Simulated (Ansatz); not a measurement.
# Doping LiRe2 in the C11b ordering with electrons and holes, part 2 of 2

How do λ and ρ of LiRe2 in the C11b ordering move with the band filling? The first relaxation steps of the session are not shown, so no cell shown is the starting entry, unless a step says so.

Ansatz 0.2.0; DFT PBE, scalar-relativistic, plane waves, PAW; PAW set soft_1.

So far, coupling constant λ: step 3 (electron–phonon run: q 2×2×2, k 8×8×8, scattering 12×12×12) 0.770; step 4 (added electrons per cell -0.3) 1.19. Also resistivity at 300 K (μΩ cm): step 3 27.1; step 4 37.5. The relaxed cell has a = 3.123, c = 8.528 Å (conventional setting).

The structure was built from a prototype and need not be the compound's stable phase.

### Step 5. Resistivity: 0.3 electrons added a cell on a uniform background

File input.yaml:

```yaml
crystal:
  lattice:
    - [3.1232212887, 0.0, -1.6104e-06]
    - [0.0, 3.1232212887, -1.6104e-06]
    - [1.5616128428, 1.5616128428, 4.2638304262]
  atoms:
    - { symbol: Li, position: [0.0, 0.0, 0.0] }
    - { symbol: Re, position: [0.6729854055, 0.6729854055, 0.6540291891] }
    - { symbol: Re, position: [0.3270145946, 0.3270145946, 0.3459708109] }
total_charge: -0.3
kpoints:
  mp_grid: { grid: [8, 8, 8] }
hamiltonian:
  xc: pbe
  pseudopotentials: { kind: paw, azcp: { folder: soft_1 } }
scf:
  occupations: { method: methfessel_paxton, width: 0.2 }
output:
  eigenvalues: true
phonons:
  method: dfpt
  qmesh: [2, 2, 2]
  temperatures: { t_max: 1000, t_step: 50 }
  qpath:
    path:
      - [[0.0, 0.0, 0.0], [0.5, 0.5, 0.5], [0.5, 0.5, 0.75], [0.5, 0.0, 0.5], [0.0, 0.0, 0.0], [0.0, 0.0, 0.5], [0.432932, 0.0, 0.716466]]
      - [[0.567068, 0.0, 0.283534], [0.0, 0.0, 0.0]]
      - [[0.5, 0.5, 0.5], [0.567068, 0.432932, 0.5]]
      - [[0.432932, 0.432932, 0.932932], [0.0, 0.0, 0.5]]
    npoints: 10
  electrical_resistivity:
    mesh: [12, 12, 12]
    temperatures: [20.0, 50.0, 77.0, 100.0, 150.0, 200.0, 300.0, 400.0, 600.0, 800.0]
```

Run with:

```
$ ansatz run input.yaml --threads 4 --pin off --max-ram 12288MiB --backend cpu --events-out ev --progress --plain --runs-dir out
```

The job ended after 1.9 min (4 threads of AMD EPYC 7R43, shared host; peak memory 1 GiB).

Numbers from this step:

```yaml
zero_point_energy: 0.1413 eV/cell
highest_frequency_solved_or_plainly_interpolated: 536.0 cm⁻¹
debye_temperature_second_moment: 568 K
resistivity_at_300_k: 23.69 μΩ cm, mean of the axes
coupling_constant_lambda: 0.6745
density_of_states_at_the_fermi_level: 1.017 states/eV a spin and cell
log_mean_phonon_energy_omega_log: 15.27 meV
transport_coupling_constant_lambda_tr: 0.606, 0.606, 0.6257 (xx, yy, zz)
drude_plasma_energy: 5.321, 5.321, 4.973 eV (xx, yy, zz)
resistivity_times_mean_free_path: 9.187, 9.187, 9.666 × 10⁻¹⁶ Ω m² (xx, yy, zz)
second_moment_phonon_energy_omega: 19.15 meV, from the broadened α²F curve
```

The Eliashberg function α²F has structure finer than the step of the table below, so its rows give means over 2.5 meV, whole bins alone (the curve runs from 0.26 to 66.2 meV). Peaks (meV: height): α²F 12.20: 0.300, 15.83: 0.329, 22.58: 0.729, 57.88: 0.659; α²F tr 12.20: 0.295, 22.58: 0.705, 57.88: 0.814.

Eliashberg function α²F against phonon energy; means over each step:

| phonon energy (meV) | α²F | α²F tr |
| --- | --- | --- |
| 2.5 | 0.00133 | 7.7e-4 |
| 5.0 | 0.0105 | 0.00880 |
| 7.5 | 0.0692 | 0.0725 |
| 10.0 | 0.223 | 0.192 |
| 12.5 | 0.268 | 0.259 |
| 15.0 | 0.263 | 0.215 |
| 17.5 | 0.166 | 0.113 |
| 20.0 | 0.440 | 0.418 |
| 22.5 | 0.580 | 0.537 |
| 25.0 | 0.0359 | 0.0340 |
| 27.5 | 0 | 0 |
| 30.0 | 0 | 0 |
| 32.5 | 0 | 0 |
| 35.0 | 0 | 0 |
| 37.5 | 0 | 0 |
| 40.0 | 0 | 0 |
| 42.5 | 0 | 0 |
| 45.0 | 0 | 0 |
| 47.5 | 0 | 0 |
| 50.0 | 0 | 0 |
| 52.5 | 0 | 0 |
| 55.0 | 0 | 0 |
| 57.5 | 0.142 | 0.175 |
| 60.0 | 9.8e-4 | 0.00107 |
| 62.5 | 0 | 0 |

By its own test the run is not converged in the mesh. λ = 0.674 and 23.7 μΩ cm at 300 K, against 0.770 and 27.1 in the neutral cell (-12.4 % and -12.6 %).

### Step 6. Resistivity: 0.6 holes added a cell on a uniform background

Edit input.yaml of step 5 so:

```diff
@@ -9,3 +9,3 @@
     - { symbol: Re, position: [0.3270145946, 0.3270145946, 0.3459708109] }
-total_charge: -0.3
+total_charge: 0.6
 kpoints:
```

The job ended after 73 s (4 threads; peak memory 1 GiB).

The run ended with an error.

The program's message: “electrical resistivity: the mode of lowest frequency at the wavevector [-0.5000, -0.5000, 0.2500] is imaginary, -28.29 cm⁻¹ (written negative): the force constants describe an unstable lattice; relax …”

The run stops because a mode is imaginary on the scattering mesh, where no scattering rate is defined; denser k meshes, other smearings and, between solved wavevectors, finer q meshes show whether the instability is real.

### Step 7. Resistivity: 0.6 electrons added a cell on a uniform background

Edit input.yaml of step 6 so:

```diff
@@ -9,3 +9,3 @@
     - { symbol: Re, position: [0.3270145946, 0.3270145946, 0.3459708109] }
-total_charge: 0.6
+total_charge: -0.6
 kpoints:
```

Elapsed: 1.7 min, on 4 threads; peak memory 1 GiB.

Numbers from this step:

| Quantity | Value |
| --- | --- |
| zero point energy | 0.1437 eV/cell |
| highest frequency, solved or plainly interpolated | 534.1 cm⁻¹ |
| Debye temperature (second moment) | 571 K |
| resistivity at 300 K | 14.03 μΩ cm, mean of the axes |
| coupling constant λ | 0.396 |
| density of states at the Fermi level | 0.6881 states/eV a spin and cell |
| log mean phonon energy ħω_log | 17.53 meV |
| transport coupling constant λ_tr | 0.3546, 0.3546, 0.3513 (xx, yy, zz) |
| Drude plasma energy | 5.42, 5.42, 4.285 eV (xx, yy, zz) |
| resistivity times mean free path | 10.3, 10.3, 16.44 × 10⁻¹⁶ Ω m² (xx, yy, zz) |
| second-moment phonon energy ħω₂ | 21.08 meV, from the broadened α²F curve |

The Eliashberg function α²F has structure finer than the step of the table below, so its rows give means over 2 meV, whole bins alone (the curve runs from 0.259 to 66.0 meV). Peaks (meV: height): α²F 15.3: 0.222, 19.9: 0.269, 23.5: 0.993, 57.7: 0.448; α²F tr 13.7: 0.184, 23.5: 0.723, 57.7: 0.540.

Eliashberg function α²F against phonon energy; means over each step:

```csv
phonon energy (meV),α²F,α²F tr
2,2.2e-4,1.0e-4
4,0.00218,0.00138
6,0.00641,0.00580
8,0.0176,0.0190
10,0.0721,0.0775
12,0.118,0.128
14,0.166,0.164
16,0.166,0.124
18,0.119,0.0812
20,0.180,0.141
22,0.385,0.378
24,0.466,0.335
26,8.6e-4,5.1e-4
28,0,0
30,0,0
32,0,0
34,0,0
36,0,0
38,0,0
40,0,0
42,0,0
44,0,0
46,0,0
48,0,0
50,0,0
52,0,0
54,0,0
56,0,0
58,0.126,0.155
60,0,0
62,0,0
64,2.2e-4,2.1e-4
```

By its own test the run is not converged in the mesh. λ = 0.396 and 14.0 μΩ cm at 300 K, against 0.770 and 27.1 in the neutral cell (-48.6 % and -48.3 %). N(E_F) moves by -37.6 % and the coupling-weighted phonon energy by +14.3 %; λ goes as N/ω², which would give -52.2 % if the matrix elements stayed. The run's own test puts 41 % between its two finest meshes on the component of the resistivity at 300 K that moves most. By the run's own test λ moves by 18 % between its two finest scattering meshes.

### Step 8. Resistivity: 0.15 holes added a cell on a uniform background

Edit input.yaml of step 7 so:

```diff
@@ -9,3 +9,3 @@
     - { symbol: Re, position: [0.3270145946, 0.3270145946, 0.3459708109] }
-total_charge: -0.6
+total_charge: 0.15
 kpoints:
```

It took 1.8 min on 4 threads; peak memory 1 GiB.

This step gave:

| Quantity | Value |
| --- | --- |
| zero point energy | 0.1382 eV/cell |
| highest frequency, solved or plainly interpolated | 536 cm⁻¹ |
| Debye temperature (second moment) | 565 K |
| resistivity at 300 K | 30.71 μΩ cm, mean of the axes |
| coupling constant λ | 0.9175 |
| density of states at the Fermi level | 1.196 states/eV a spin and cell |
| log mean phonon energy ħω_log | 13.69 meV |
| transport coupling constant λ_tr | 0.8178, 0.8178, 0.8318 (xx, yy, zz) |
| Drude plasma energy | 5.671, 5.671, 4.998 eV (xx, yy, zz) |
| resistivity times mean free path | 7.172, 7.172, 9.724 × 10⁻¹⁶ Ω m² (xx, yy, zz) |
| second-moment phonon energy ħω₂ | 17.47 meV, from the broadened α²F curve |

Phonon-limited, linearised Boltzmann equation on a 12x12x12 mesh. The resistivity by temperature; values in μΩ cm:

| temperature (K) | along x | along z |
| --- | --- | --- |
| 20 | 0.0871 | 0.149 |
| 50 | 1.76 | 2.62 |
| 77 | 4.46 | 6.35 |
| 100 | 6.95 | 9.71 |
| 150 | 12.3 | 16.8 |
| 200 | 17.4 | 23.7 |
| 300 | 27.6 | 37.0 |
| 400 | 37.6 | 50.2 |
| 600 | 57.7 | 76.6 |
| 800 | 77.2 | 103 |

By its own test the run is not converged in the mesh. λ = 0.917 and 30.7 μΩ cm at 300 K, against 0.770 and 27.1 in the neutral cell (+19.1 % and +13.2 %). N(E_F) moves by +8.5 % and the coupling-weighted phonon energy by -5.3 %; λ goes as N/ω², which would give +21.0 % if the matrix elements stayed. The run's own test puts 33 % between its two finest meshes on the component of the resistivity at 300 K that moves most, more than that change; on the next coarser mesh the mean ρ changes by +18.5 % between the two runs, against +13.2 % on the finest.

### Step 9. Coupling and resistivity: 0.15 electrons added a cell on a uniform background

Edit input.yaml of step 8 so:

```diff
@@ -9,3 +9,3 @@
     - { symbol: Re, position: [0.3270145946, 0.3270145946, 0.3459708109] }
-total_charge: 0.15
+total_charge: -0.15
 kpoints:
```

Wall time 1.9 min (4 threads); peak memory 0.98 GiB; 6.9 min of CPU time.

Numbers from this step:

```yaml
zero_point_energy: 0.1405 eV/cell
highest_frequency_solved_or_plainly_interpolated: 534.9 cm⁻¹
debye_temperature_second_moment: 567 K
resistivity_at_300_k: 25.38 μΩ cm, mean of the axes
coupling_constant_lambda: 0.6924
density_of_states_at_the_fermi_level: 1.026 states/eV a spin and cell
log_mean_phonon_energy_omega_log: 14.94 meV
transport_coupling_constant_lambda_tr: 0.6163, 0.6163, 0.6453 (xx, yy, zz)
drude_plasma_energy: 5.406, 5.406, 5.032 eV (xx, yy, zz)
resistivity_times_mean_free_path: 8.554, 8.554, 9.709 × 10⁻¹⁶ Ω m² (xx, yy, zz)
second_moment_phonon_energy_omega: 18.86 meV, from the broadened α²F curve
```

The Eliashberg function α²F has structure finer than the step of the table below, so its rows give means over 2.5 meV, whole bins alone (the curve runs from 0.259 to 66.1 meV). Peaks (meV: height): α²F 15.80: 0.323, 21.50: 0.805, 57.77: 0.485; α²F tr 12.18: 0.278, 22.54: 0.786, 57.77: 0.593.

The Eliashberg function α²F by phonon energy; means over each step:

```
phonon energy (meV)      α²F   α²F tr
                2.5  0.00166   9.2e-4
                5.0   0.0130   0.0105
                7.5    0.100   0.0974
               10.0    0.193    0.183
               12.5    0.268    0.253
               15.0    0.292    0.226
               17.5    0.172    0.125
               20.0    0.476    0.441
               22.5    0.529    0.486
               25.0   0.0375   0.0336
               27.5   1.7e-5   8.6e-6
               30.0        0        0
               32.5        0        0
               35.0        0        0
               37.5        0        0
               40.0        0        0
               42.5        0        0
               45.0        0        0
               47.5        0        0
               50.0        0        0
               52.5        0        0
               55.0        0        0
               57.5    0.138    0.168
               60.0  0.00236  0.00263
               62.5        0        0
```

By its own test the run is not converged in the mesh. λ = 0.692 and 25.4 μΩ cm at 300 K, against 0.770 and 27.1 in the neutral cell (-10.1 % and -6.4 %). The run's own test puts 9 % between its two finest meshes on the component of the resistivity at 300 K that moves most, more than that change; on the next coarser mesh the mean ρ changes by -9.9 % between the two runs, against -6.4 % on the finest. By the run's own test λ moves by 17 % between its two finest scattering meshes.

### Step 10. All runs side by side

Series, by row:

```csv
run,change,level of theory,method,q mesh or supercell,k mesh,scattering mesh,smearing,volume (Å³/atom),N(E_F) (states/eV/spin),lambda,omega_log (meV),rho 300 K (μΩ cm),core-minutes,wall (s)
b,-,"PBE, scalar-relativistic, PAW; PAW set soft_1",dfpt,2x2x2,8x8x8,12x12x12,methfessel_paxton 0.2,13.86,1.102,0.7701,14.52,27.12,8.5,140
q+0.10,0.3 holes added a cell on a uniform background,"PBE, scalar-relativistic, PAW; PAW set soft_1",dfpt,2x2x2,8x8x8,12x12x12,methfessel_paxton 0.2,13.86,1.274,1.186,12.32,37.45,7,110
q-0.10,0.3 electrons added a cell on a uniform background,"PBE, scalar-relativistic, PAW; PAW set soft_1",dfpt,2x2x2,8x8x8,12x12x12,methfessel_paxton 0.2,13.86,1.017,0.6745,15.27,23.69,6.9,110
q-0.20,0.6 electrons added a cell on a uniform background,"PBE, scalar-relativistic, PAW; PAW set soft_1",dfpt,2x2x2,8x8x8,12x12x12,methfessel_paxton 0.2,13.86,0.6881,0.396,17.53,14.03,6.5,100
q+0.05,0.15 holes added a cell on a uniform background,"PBE, scalar-relativistic, PAW; PAW set soft_1",dfpt,2x2x2,8x8x8,12x12x12,methfessel_paxton 0.2,13.86,1.196,0.9175,13.69,30.71,6.8,110
q-0.05,0.15 electrons added a cell on a uniform background,"PBE, scalar-relativistic, PAW; PAW set soft_1",dfpt,2x2x2,8x8x8,12x12x12,methfessel_paxton 0.2,13.86,1.026,0.6924,14.94,25.38,6.9,110
```

### Step 11. What came out

```
run                                             : PBE, q 2×2×2, k 8×8×8, scattering 12×12×12
coupling constant λ                             : 0.770
log mean phonon energy ħω_log                   : 14.5 meV
states at the Fermi level                       : 1.10 states/eV/spin/cell
resistivity at 300 K                            : 24.9, 24.9, 31.5 μΩ cm (xx, yy, zz)
Drude plasma energy                             : 5.51, 5.51, 5.06 eV (xx, yy, zz)
resistivity times mean free path                : 7.85, 7.85, 9.57 × 10⁻¹⁶ Ω m² (xx, yy, zz)
change between its two finest scattering meshes : λ 13 %, resistivity at 300 K 21 %
time of that run                                : 2.3 min
-0.3 electrons a cell: N(E_F), λ, ρ(300 K)      : 1.27 states/eV a spin, 1.19, 37.5 μΩ cm
-0.15 electrons a cell: N(E_F), λ, ρ(300 K)     : 1.20 states/eV a spin, 0.917, 30.7 μΩ cm
+0 electrons a cell: N(E_F), λ, ρ(300 K)        : 1.10 states/eV a spin, 0.770, 27.1 μΩ cm
+0.15 electrons a cell: N(E_F), λ, ρ(300 K)     : 1.03 states/eV a spin, 0.692, 25.4 μΩ cm
+0.3 electrons a cell: N(E_F), λ, ρ(300 K)      : 1.02 states/eV a spin, 0.674, 23.7 μΩ cm
+0.6 electrons a cell: N(E_F), λ, ρ(300 K)      : 0.688 states/eV a spin, 0.396, 14.0 μΩ cm
```

What this shows: Over the 6 runs that ended, ρ(300 K) of LiRe2 in the C11b ordering spans 14.0 to 37.5 μΩ cm and λ 0.396 to 1.19; the run with 0.6 electrons added a cell on a uniform background lies farthest from the median resistivity of 26.2 (-47 %). λ rises and falls with the density of states across the fillings, though the phonons change too. The cell is held at the neutral lattice, and the background stands in for dopants, which would also scatter. With -0.6 electrons a cell a mode turns imaginary on these meshes. The coupling is strong (λ = 0.77), so phonons raise the electrons' mass at the Fermi surface by about 77 %, if this value holds on finer meshes. By the run's own test λ moves by 13 % between the two scattering meshes. Values of ρ(T) under 50 K rest on the softest modes, mostly interpolated ones, and are the least sure of the table. The high-temperature form ρ = 2π k_B T λ_tr/(ħ ε₀ ω_p²) gives 27.4 μΩ cm along x at 300 K, against 24.9 from the Boltzmann equation. Conduction is anisotropic: the resistivity differs by a factor of 1.3 between the axes. The three lowest branches give 58 % of λ. By the run's own test, which takes the component that moves most, the resistivity at 300 K moves by 21 % between its two finest scattering meshes, so it is not converged. In the run quoted no mode is imaginary at the wavevectors of the 2×2×2 mesh; another run of the session found or stopped at an imaginary mode. Only scattering by harmonic phonons counts; impurities, grain boundaries and thermal expansion are left out. Spin–orbit coupling, left out here, matters for Re. The structure was built by hand as an ordered model, and its stability against other phases was not tested.

[Logs are printed without paths, hosts, clocks, repeated set-up lines and the standing remarks that a program may print on its own settings, such as how far it seeks lower states.]

[Hosts, paths, dates, database ids (printed as entryN), source tags and the programs' standing remarks are cut or masked in the printed files.]
